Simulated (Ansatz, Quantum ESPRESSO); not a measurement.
# ScB (Pm-3m): zone-centre phonons

Aim: the zone-centre modes of ScB (Pm-3m).

Calculated with Quantum ESPRESSO 7.5; DFT PBE, scalar-relativistic, plane waves, PseudoDojo norm-conserving pseudopotentials.

The structure was built from a prototype and need not be the compound's stable phase.

## Step 1: The starting structure

It takes space group Pm-3m (No. 221, cubic). Conventional cell: a = 3.232 Å, b = 3.232 Å, c = 3.232 Å, α = 90.00°, β = 90.00°, γ = 90.00°. Nearest to Sc lie 8 B at 2.80 Å. B has 8 Sc at 2.80 Å nearest. Farther neighbours are not listed.

## Step 2: A first look

A cheap run with smearing and empty bands tells whether the crystal has a gap, which decides between fixed occupations and smearing later on.

File probe.in:

```
&CONTROL
  calculation = 'scf'
  prefix      = 'x'
  outdir      = './tmp'
  pseudo_dir  = './pseudo'
  tprnfor     = .true.
  tstress     = .true.
  verbosity   = 'high'
/
&SYSTEM
  ibrav       = 0
  nat         = 2
  ntyp        = 2
  ecutwfc     = 78.0
  occupations = 'smearing'
  smearing    = 'gaussian'
  degauss     = 0.01
/
&ELECTRONS
  conv_thr         = 1.0d-07
  mixing_beta      = 0.7
  electron_maxstep = 100
/
ATOMIC_SPECIES
 Sc     44.9559  Sc.upf
 B      10.8100  B.upf
CELL_PARAMETERS angstrom
     3.231610000    0.000000000    0.000000000
     0.000000000    3.231610000    0.000000000
     0.000000000    0.000000000    3.231610000
ATOMIC_POSITIONS crystal
 Sc     0.500000000   0.500000000   0.500000000
 B      0.000000000   0.000000000   0.000000000
K_POINTS automatic
 6 6 6 0 0 0
```

Command:

```sh
OMP_NUM_THREADS=1 mpirun -n 4 pw.x -nk 4 -in probe.in > probe.out
```

Output:

```text
[banners, grids, parts of the stress and lines that vanish by symmetry left out]
Program PWSCF v.7.5
     Message from routine setup:
     using ibrav=0 with symmetry is DISCOURAGED, use correct ibrav instead
[...]
kinetic-energy cutoff     =      78.0000  Ry
     charge density cutoff     =     312.0000  Ry
     scf convergence threshold =      1.0E-07
[...]
Exchange-correlation= PBE
                           (   1   4   3   4   0   0   0)
[...]
48 Sym. Ops., with inversion, found
[...]
(     0          1          0      )
                  (     0          0          1      )
[...]
(  0.0000000  1.0000000  0.0000000 )
                  (  0.0000000  0.0000000  1.0000000 )
[...]
(     0         -1          0      )
                  (     0          0          1      )
[...]
(  0.0000000 -1.0000000  0.0000000 )
[...]
(     0          0          1      )
                  (     1          0          0      )
[...]
( -1.0000000  0.0000000  0.0000000 )
                  (  0.0000000  1.0000000  0.0000000 )
[...]
number of k points=    20  Gaussian smearing, width (Ry)=  0.0100
[...]
End of self-consistent calculation
[...]
the Fermi energy is     8.6043 ev
!    total energy              =    -102.62585794 Ry
[...]
convergence has been achieved in   9 iterations
[...]
atom    1 type  1   force =     0.00000000    0.00000000    0.00000000
     atom    2 type  2   force =     0.00000000    0.00000000    0.00000000
[...]
Total force =     0.000000     Total SCF correction =     0.000000
[...]
total   stress  (Ry/bohr**3)                   (kbar)     P=     -189.07
[...]
XML data file, charge density, pseudopotentials, collected wavefunctions

   JOB DONE.
```

It took 2.8 s on 4 MPI ranks of Arm Neoverse V2, shared host.

Numbers from this step:

| Quantity | Value |
| --- | --- |
| volume per atom | 16.87 Å³ |
| pressure | -18.91 GPa |
| gap on the k-mesh | 0 eV |

No gap opens on this mesh, so smearing is kept; the start stands at -19 GPa.

## Step 3: Relaxing the cell and atoms

The harmonic expansion starts where the forces on the atoms vanish, and stress shifts the frequencies, so cell and atoms are relaxed with tight thresholds.

File relax.in:

```
&CONTROL
  calculation   = 'vc-relax'
  prefix        = 'x'
  outdir        = './tmp'
  pseudo_dir    = './pseudo'
  tprnfor       = .true.
  tstress       = .true.
  forc_conv_thr = 2.0d-05
  etot_conv_thr = 1.0d-07
  nstep         = 40
/
&SYSTEM
  ibrav       = 0
  nat         = 2
  ntyp        = 2
  ecutwfc     = 78.0
  occupations = 'smearing'
  smearing    = 'mv'
  degauss     = 0.02
/
&ELECTRONS
  conv_thr         = 1.0d-11
  mixing_beta      = 0.7
  electron_maxstep = 100
/
&IONS
/
&CELL
  press_conv_thr = 0.1
/
ATOMIC_SPECIES
 Sc     44.9559  Sc.upf
 B      10.8100  B.upf
CELL_PARAMETERS angstrom
     3.231610000    0.000000000    0.000000000
     0.000000000    3.231610000    0.000000000
     0.000000000    0.000000000    3.231610000
ATOMIC_POSITIONS crystal
 Sc     0.500000000   0.500000000   0.500000000
 B      0.000000000   0.000000000   0.000000000
K_POINTS automatic
 10 10 10 0 0 0
```

Command:

```sh
OMP_NUM_THREADS=1 mpirun -n 4 pw.x -nk 4 -in relax.in > relax.out
```

Output:

```text
[banners, grids, parts of the stress and lines that vanish by symmetry left out]
[banner, memory and clock lines left out]
Program PWSCF v.7.5

[...]
kinetic-energy cutoff     =      78.0000  Ry
     charge density cutoff     =     312.0000  Ry
     scf convergence threshold =      1.0E-11
[...]
energy convergence thresh.=      1.0E-07
     force convergence thresh. =      2.0E-05
     press convergence thresh. =      1.0E-01
     Exchange-correlation= PBE
                           (   1   4   3   4   0   0   0)
[...]
48 Sym. Ops., with inversion, found
[...]
number of k points=    56  Marzari-Vanderbilt smearing, width (Ry)=  0.0200
[...]
End of self-consistent calculation
[...]
the Fermi energy is     8.6905 ev
!    total energy              =    -102.62637951 Ry
[...]
convergence has been achieved in  19 iterations
[...]
atom    1 type  1   force =     0.00000000    0.00000000    0.00000000
     atom    2 type  2   force =     0.00000000    0.00000000    0.00000000
     Total force =     0.000000     Total SCF correction =     0.000000
[...]
total   stress  (Ry/bohr**3)                   (kbar)     P=     -188.48
[...]
number of bfgs steps    =   0
[...]
CELL_PARAMETERS (angstrom)
[...]
ATOMIC_POSITIONS (crystal)
Sc               0.5000000000        0.5000000000        0.5000000000
B                0.0000000000        0.0000000000        0.0000000000
[...]
New effective cutoffs (rho, wfc):  332.16   83.24
[...]
End of self-consistent calculation
[...]
the Fermi energy is     9.8405 ev
!    total energy              =    -102.65056453 Ry
[...]
convergence has been achieved in  10 iterations
[...]
atom    1 type  1   force =     0.00000000    0.00000000    0.00000000
     atom    2 type  2   force =     0.00000000    0.00000000    0.00000000
     Total force =     0.000000     Total SCF correction =     0.000000
[...]
total   stress  (Ry/bohr**3)                   (kbar)     P=     -142.72
[...]
number of bfgs steps    =   1
[...]
CELL_PARAMETERS (angstrom)
[...]
ATOMIC_POSITIONS (crystal)
Sc               0.5000000000        0.5000000000        0.5000000000
B                0.0000000000        0.0000000000        0.0000000000
[...]
New effective cutoffs (rho, wfc):  367.77   92.17
[...]
End of self-consistent calculation
[...]
the Fermi energy is    11.8152 ev
!    total energy              =    -102.66775855 Ry
[...]
convergence has been achieved in   9 iterations
[...]
atom    1 type  1   force =     0.00000000    0.00000000    0.00000000
     atom    2 type  2   force =     0.00000000    0.00000000    0.00000000
     Total force =     0.000000     Total SCF correction =     0.000000
[...]
total   stress  (Ry/bohr**3)                   (kbar)     P=      -12.33
[...]
number of bfgs steps    =   2
[...]
CELL_PARAMETERS (angstrom)
[...]
ATOMIC_POSITIONS (crystal)
[...]
New effective cutoffs (rho, wfc):  371.04   92.99
[...]
End of self-consistent calculation
[...]
the Fermi energy is    11.9961 ev
!    total energy              =    -102.66782941 Ry
[...]
convergence has been achieved in  10 iterations
[...]
atom    1 type  1   force =     0.00000000    0.00000000    0.00000000
     atom    2 type  2   force =     0.00000000    0.00000000    0.00000000
     Total force =     0.000000     Total SCF correction =     0.000000
[...]
total   stress  (Ry/bohr**3)                   (kbar)     P=        3.60
[...]
number of bfgs steps    =   3
[...]
CELL_PARAMETERS (angstrom)
[...]
ATOMIC_POSITIONS (crystal)
[...]
New effective cutoffs (rho, wfc):  370.30   92.80
[...]
End of self-consistent calculation
[...]
the Fermi energy is    11.9553 ev
!    total energy              =    -102.66783569 Ry
[...]
convergence has been achieved in   7 iterations
[...]
atom    1 type  1   force =     0.00000000    0.00000000    0.00000000
     atom    2 type  2   force =     0.00000000    0.00000000    0.00000000
     Total force =     0.000000     Total SCF correction =     0.000000
[...]
total   stress  (Ry/bohr**3)                   (kbar)     P=       -0.06
[...]
number of bfgs steps    =   4
[...]
small trust_radius: resetting bfgs history
[...]
CELL_PARAMETERS (angstrom)
[...]
ATOMIC_POSITIONS (crystal)
[...]
New effective cutoffs (rho, wfc):  370.31   92.80
[...]
End of self-consistent calculation
[...]
the Fermi energy is    11.9557 ev
!    total energy              =    -102.66783569 Ry
[...]
convergence has been achieved in   4 iterations
[...]
atom    1 type  1   force =     0.00000000    0.00000000    0.00000000
     atom    2 type  2   force =     0.00000000    0.00000000    0.00000000
     Total force =     0.000000     Total SCF correction =     0.000000
[...]
total   stress  (Ry/bohr**3)                   (kbar)     P=       -0.02
[...]
bfgs converged in   6 scf cycles and   5 bfgs steps
[...]
End of BFGS Geometry Optimization
     Final enthalpy           =    -102.6678356928 Ry
     File ./tmp/x.bfgs deleted, as requested
[...]
CELL_PARAMETERS (angstrom)
[...]
ATOMIC_POSITIONS (crystal)
Sc               0.5000000000        0.5000000000        0.5000000000
B                0.0000000000        0.0000000000        0.0000000000
[...]
Final scf calculation at the relaxed structure.
[...]
kinetic-energy cutoff     =      78.0000  Ry
     charge density cutoff     =     312.0000  Ry
     scf convergence threshold =      1.0E-13
[...]
press convergence thresh. =      1.0E-01
     Exchange-correlation= PBE
                           (   1   4   3   4   0   0   0)
[...]
48 Sym. Ops., with inversion, found
[...]
number of k points=    56  Marzari-Vanderbilt smearing, width (Ry)=  0.0200
[...]
End of self-consistent calculation
[...]
the Fermi energy is    11.9557 ev
!    total energy              =    -102.66779911 Ry
[...]
convergence has been achieved in  31 iterations
[...]
atom    1 type  1   force =     0.00000000    0.00000000    0.00000000
     atom    2 type  2   force =     0.00000000    0.00000000    0.00000000
     Total force =     0.000000     Total SCF correction =     0.000000
[...]
total   stress  (Ry/bohr**3)                   (kbar)     P=       -0.42
[...]
XML data file, charge density, pseudopotentials, collected wavefunctions
```

Elapsed: 40 s, on 4 MPI ranks.

Step by step:

```
step  energy less that of the first step (eV)  largest force (eV/Å)  pressure (GPa)  volume (Å³)
   1                                   0.0000                0.0000          -18.85        33.75
   2                                  -0.3291                0.0000          -14.27        30.61
   3                                  -0.5630                0.0000           -1.23        26.27
   4                                  -0.5640                0.0000            0.36        25.93
   5                                  -0.5640                0.0000           -0.01        26.00
   6                                  -0.5640                0.0000            0.00        26.00
   7                                  -0.5635                0.0000           -0.04        26.00
```

```csv
"conventional cell, symmetrised",before,after,change
a (Å),3.232,2.963,-8.3 %
b (Å),3.232,2.963,-8.3 %
c (Å),3.232,2.963,-8.3 %
volume (Å³/atom),16.87,13.00,-23.0 %
```

Final coordinates:

```
Sc B
1.0
     2.96261    0.00000    0.00000
     0.00000    2.96261    0.00000
     0.00000    0.00000    2.96261
Sc B
1 1
Cartesian
  1.4813 1.4813 1.4813
  0.0000 0.0000 0.0000
```

The last row of the table of steps is pw.x's closing run on a basis chosen anew for the final cell, so its energy can jump.

This step gave:

```
volume per atom : 13.00 Å³
pressure        : -0.042 GPa
```

The volume changes by -23.0 % from the cell with which this run began.

## Step 4: Self-consistent run for the response

Perturbation theory inherits every error of the wavefunctions, so the threshold is set near the limit of the arithmetic. Smearing stays on, as the first look found no gap above 0.3 eV.

File scf.in:

```
&CONTROL
  calculation = 'scf'
  prefix      = 'x'
  outdir      = './tmp'
  pseudo_dir  = './pseudo'
  tprnfor     = .true.
  tstress     = .true.
/
&SYSTEM
  ibrav       = 0
  nat         = 2
  ntyp        = 2
  ecutwfc     = 78.0
  occupations = 'smearing'
  smearing    = 'mv'
  degauss     = 0.02
/
&ELECTRONS
  conv_thr         = 1.0d-12
  mixing_beta      = 0.7
  electron_maxstep = 100
/
ATOMIC_SPECIES
 Sc     44.9559  Sc.upf
 B      10.8100  B.upf
CELL_PARAMETERS angstrom
     2.962605749    0.000000000    0.000000000
     0.000000000    2.962605749    0.000000000
     0.000000000    0.000000000    2.962605749
ATOMIC_POSITIONS crystal
 Sc     0.500000000   0.500000000   0.500000000
 B      0.000000000   0.000000000   0.000000000
K_POINTS automatic
 12 12 12 0 0 0
```

Command:

```sh
OMP_NUM_THREADS=1 mpirun -n 4 pw.x -nk 4 -in scf.in > scf.out
```

Output:

```text
[banners, grids, parts of the stress and lines that vanish by symmetry left out]
[banner, memory and clock lines left out]
Program PWSCF v.7.5

[...]
kinetic-energy cutoff     =      78.0000  Ry
     charge density cutoff     =     312.0000  Ry
     scf convergence threshold =      1.0E-12
[...]
Exchange-correlation= PBE
                           (   1   4   3   4   0   0   0)
[...]
48 Sym. Ops., with inversion, found
[...]
number of k points=    84  Marzari-Vanderbilt smearing, width (Ry)=  0.0200
[...]
End of self-consistent calculation
[...]
the Fermi energy is    11.9158 ev
!    total energy              =    -102.66802037 Ry
[...]
convergence has been achieved in  14 iterations
[...]
atom    1 type  1   force =     0.00000000    0.00000000    0.00000000
     atom    2 type  2   force =     0.00000000    0.00000000    0.00000000
     Total force =     0.000000     Total SCF correction =     0.000000
[...]
total   stress  (Ry/bohr**3)                   (kbar)     P=        3.04
[...]
XML data file, charge density, pseudopotentials, collected wavefunctions
```

Wall time 6.9 s (4 MPI ranks).

Read from the output:

```
pressure : 0.304 GPa
```

The cell stands at 0.30 GPa, close enough for stiff modes, while soft ones can move.

## Step 5: Linear response at Γ

At q = 0 one unit cell holds all displacements; symmetry groups them into irreducible representations that are solved one by one. With smeared occupations no response to a homogeneous field can be asked.

File ph.in:

```
phonons
&INPUTPH
  prefix       = 'x'
  outdir       = './tmp'
  fildyn       = 'g.dyn'
  tr2_ph       = 1.0d-18
  alpha_mix(1) = 0.4
  nmix_ph      = 8
/
0.000000000 0.000000000 0.000000000
```

Command:

```sh
OMP_NUM_THREADS=1 mpirun -n 4 ph.x -nk 4 -in ph.in > ph.out
```

Output:

```text
[banners, grids, parts of the stress and lines that vanish by symmetry left out]
[banner, memory and clock lines left out]
Program PHONON v.7.5

     ./tmp/x.save/

     IMPORTANT: XC functional enforced from input :
     Exchange-correlation= PBE
                           (   1   4   3   4   0   0   0)
     Any further DFT definition will be discarded
     Please, verify this is what you really want

     G-vector sticks info

     Reading collected, re-writing distributed wavefunctions in ./tmp/

     Number and degeneracy of irreps per q-point
       N         xq(1)         xq(2)         xq(3)   N irreps
       1   0.000000000   0.000000000   0.000000000       2
        3   3

     Calculation of q =    0.0000000   0.0000000   0.0000000

     phonons

     bravais-lattice index     =            0
     lattice parameter (alat)  =       5.5985  a.u.
     unit-cell volume          =     175.4762 (a.u.)^3
     number of atoms/cell      =            2
     number of atomic types    =            2
     kinetic-energy cut-off    =      78.0000  Ry
     charge density cut-off    =     312.0000  Ry
     convergence threshold     =      1.0E-18
     beta                      =       0.4000
     number of iterations used =            8
     Exchange-correlation= PBE
                           (   1   4   3   4   0   0   0)

     celldm(1)=    5.59851  celldm(2)=    0.00000  celldm(3)=    0.00000
     celldm(4)=    0.00000  celldm(5)=    0.00000  celldm(6)=    0.00000

     crystal axes: (cart. coord. in units of alat)
               a(1) = (  1.0000  0.0000  0.0000 )
               a(2) = (  0.0000  1.0000  0.0000 )
               a(3) = (  0.0000  0.0000  1.0000 )

     reciprocal axes: (cart. coord. in units 2 pi/alat)
               b(1) = (  1.0000  0.0000  0.0000 )
               b(2) = (  0.0000  1.0000  0.0000 )
               b(3) = (  0.0000  0.0000  1.0000 )

     Atoms inside the unit cell:

     Cartesian axes

     site n.  atom      mass           positions (alat units)
        1  Sc     44.9559   tau(    1) = (    0.50000    0.50000    0.50000  )
        2  B      10.8100   tau(    2) = (    0.00000    0.00000    0.00000  )

     Computing dynamical matrix for
                    q = (   0.0000000   0.0000000   0.0000000 )

     49 Sym.Ops. (with q -> -q+G )

     G cutoff =  247.7082  (  16279 G-vectors)     FFT grid: ( 32, 32, 32)

     number of k points=    84  Marzari-Vanderbilt smearing, width (Ry)=  0.0200
                       cart. coord. in units 2pi/alat
        k(    1) = (   0.0000000   0.0000000   0.0000000), wk =   0.0011574
        k(    2) = (   0.0000000   0.0000000   0.0833333), wk =   0.0069444
        k(    3) = (   0.0000000   0.0000000   0.1666667), wk =   0.0069444
        [... further k-points left out ...]

     PseudoPot. # 1 for Sc read from file:
     ./pseudo/Sc.upf
     Pseudo is Norm-conserving + core correction, Zval = 11.0
     Using radial grid of 1662 points,  6 beta functions with:
                l(1) =   0
                l(2) =   0
                l(3) =   1
                l(4) =   1
                l(5) =   2
                l(6) =   2

     PseudoPot. # 2 for B  read from file:
     ./pseudo/B.upf
     Pseudo is Norm-conserving + core correction, Zval =  3.0
     Using radial grid of 1534 points,  4 beta functions with:
                l(1) =   0
                l(2) =   0
                l(3) =   1
                l(4) =   1

     Mode symmetry, O_h (m-3m)  point group:

     Atomic displacements:
     There are    2 irreducible representations

     Representation     1      3 modes -  To be done

     Representation     2      3 modes -  To be done

     Alpha used in Ewald sum =   2.8000

     Representation #   1 modes #   1   2   3

     Self-consistent Calculation
      thresh= 1.000E-02 alpha_mix =  0.400 |ddv_scf|^2 =  9.432E-08
      thresh= 3.071E-05 alpha_mix =  0.400 |ddv_scf|^2 =  7.745E-09
      thresh= 8.801E-06 alpha_mix =  0.400 |ddv_scf|^2 =  2.164E-10
      thresh= 1.471E-06 alpha_mix =  0.400 |ddv_scf|^2 =  1.904E-11
      thresh= 4.364E-07 alpha_mix =  0.400 |ddv_scf|^2 =  8.597E-14
      thresh= 2.932E-08 alpha_mix =  0.400 |ddv_scf|^2 =  2.256E-14
      thresh= 1.502E-08 alpha_mix =  0.400 |ddv_scf|^2 =  1.004E-16
      thresh= 1.002E-09 alpha_mix =  0.400 |ddv_scf|^2 =  5.171E-19

     End of self-consistent calculation

     Convergence has been achieved

     Representation #   2 modes #   4   5   6

     Self-consistent Calculation
      thresh= 1.000E-02 alpha_mix =  0.400 |ddv_scf|^2 =  4.736E-06
      thresh= 2.176E-04 alpha_mix =  0.400 |ddv_scf|^2 =  2.124E-07
      thresh= 4.609E-05 alpha_mix =  0.400 |ddv_scf|^2 =  7.150E-09
      thresh= 8.456E-06 alpha_mix =  0.400 |ddv_scf|^2 =  6.509E-11
      thresh= 8.068E-07 alpha_mix =  0.400 |ddv_scf|^2 =  4.693E-12
      thresh= 2.166E-07 alpha_mix =  0.400 |ddv_scf|^2 =  6.037E-13
      thresh= 7.770E-08 alpha_mix =  0.400 |ddv_scf|^2 =  1.703E-15
      thresh= 4.127E-09 alpha_mix =  0.400 |ddv_scf|^2 =  7.651E-17
      thresh= 8.747E-10 alpha_mix =  0.400 |ddv_scf|^2 =  1.201E-18
      thresh= 1.096E-10 alpha_mix =  0.400 |ddv_scf|^2 =  5.586E-21

     End of self-consistent calculation

     Convergence has been achieved

     Number of q in the star =    1
     List of q in the star:
          1   0.000000000   0.000000000   0.000000000

     Diagonalizing the dynamical matrix

     q = (    0.000000000   0.000000000   0.000000000 )

 **************************************************************************
     freq (    1) =      -0.476092 [THz] =     -15.880705 [cm-1]
     freq (    2) =      -0.476092 [THz] =     -15.880705 [cm-1]
     freq (    3) =      -0.476092 [THz] =     -15.880705 [cm-1]
     freq (    4) =       9.900694 [THz] =     330.251595 [cm-1]
     freq (    5) =       9.900694 [THz] =     330.251595 [cm-1]
     freq (    6) =       9.900694 [THz] =     330.251595 [cm-1]
 **************************************************************************

     Mode symmetry, O_h (m-3m)  point group:

     freq (   1-   3) =        -15.9  [cm-1]   --> T_1u G_15  G_4- I
     freq (   4-   6) =        330.3  [cm-1]   --> T_1u G_15  G_4- I
```

Wall time 49 s (4 MPI ranks); 3.2 min of CPU time.

Numbers from this step:

* largest acoustic frequency at the zone centre before the sum rule: -15.88 cm⁻¹
* highest optical zone-centre mode (no LO-TO term): 330.2 cm⁻¹
* lowest optical zone-centre mode: 330.2 cm⁻¹

The acoustic modes at Γ come out as far as 15.9 cm⁻¹ from zero, where they should vanish, a sizeable error of basis and grid.

[end of part 1 of 2]

[Host names and launcher messages were left out of these logs when they were recorded.]

[Logs are printed without paths, hosts, clocks, repeated set-up lines and the standing remarks that a program may print on its own settings, such as how far it seeks lower states.]

[Hosts, paths, dates, database ids (printed as entryN), source tags and the programs' standing remarks are cut or masked in the printed files.]
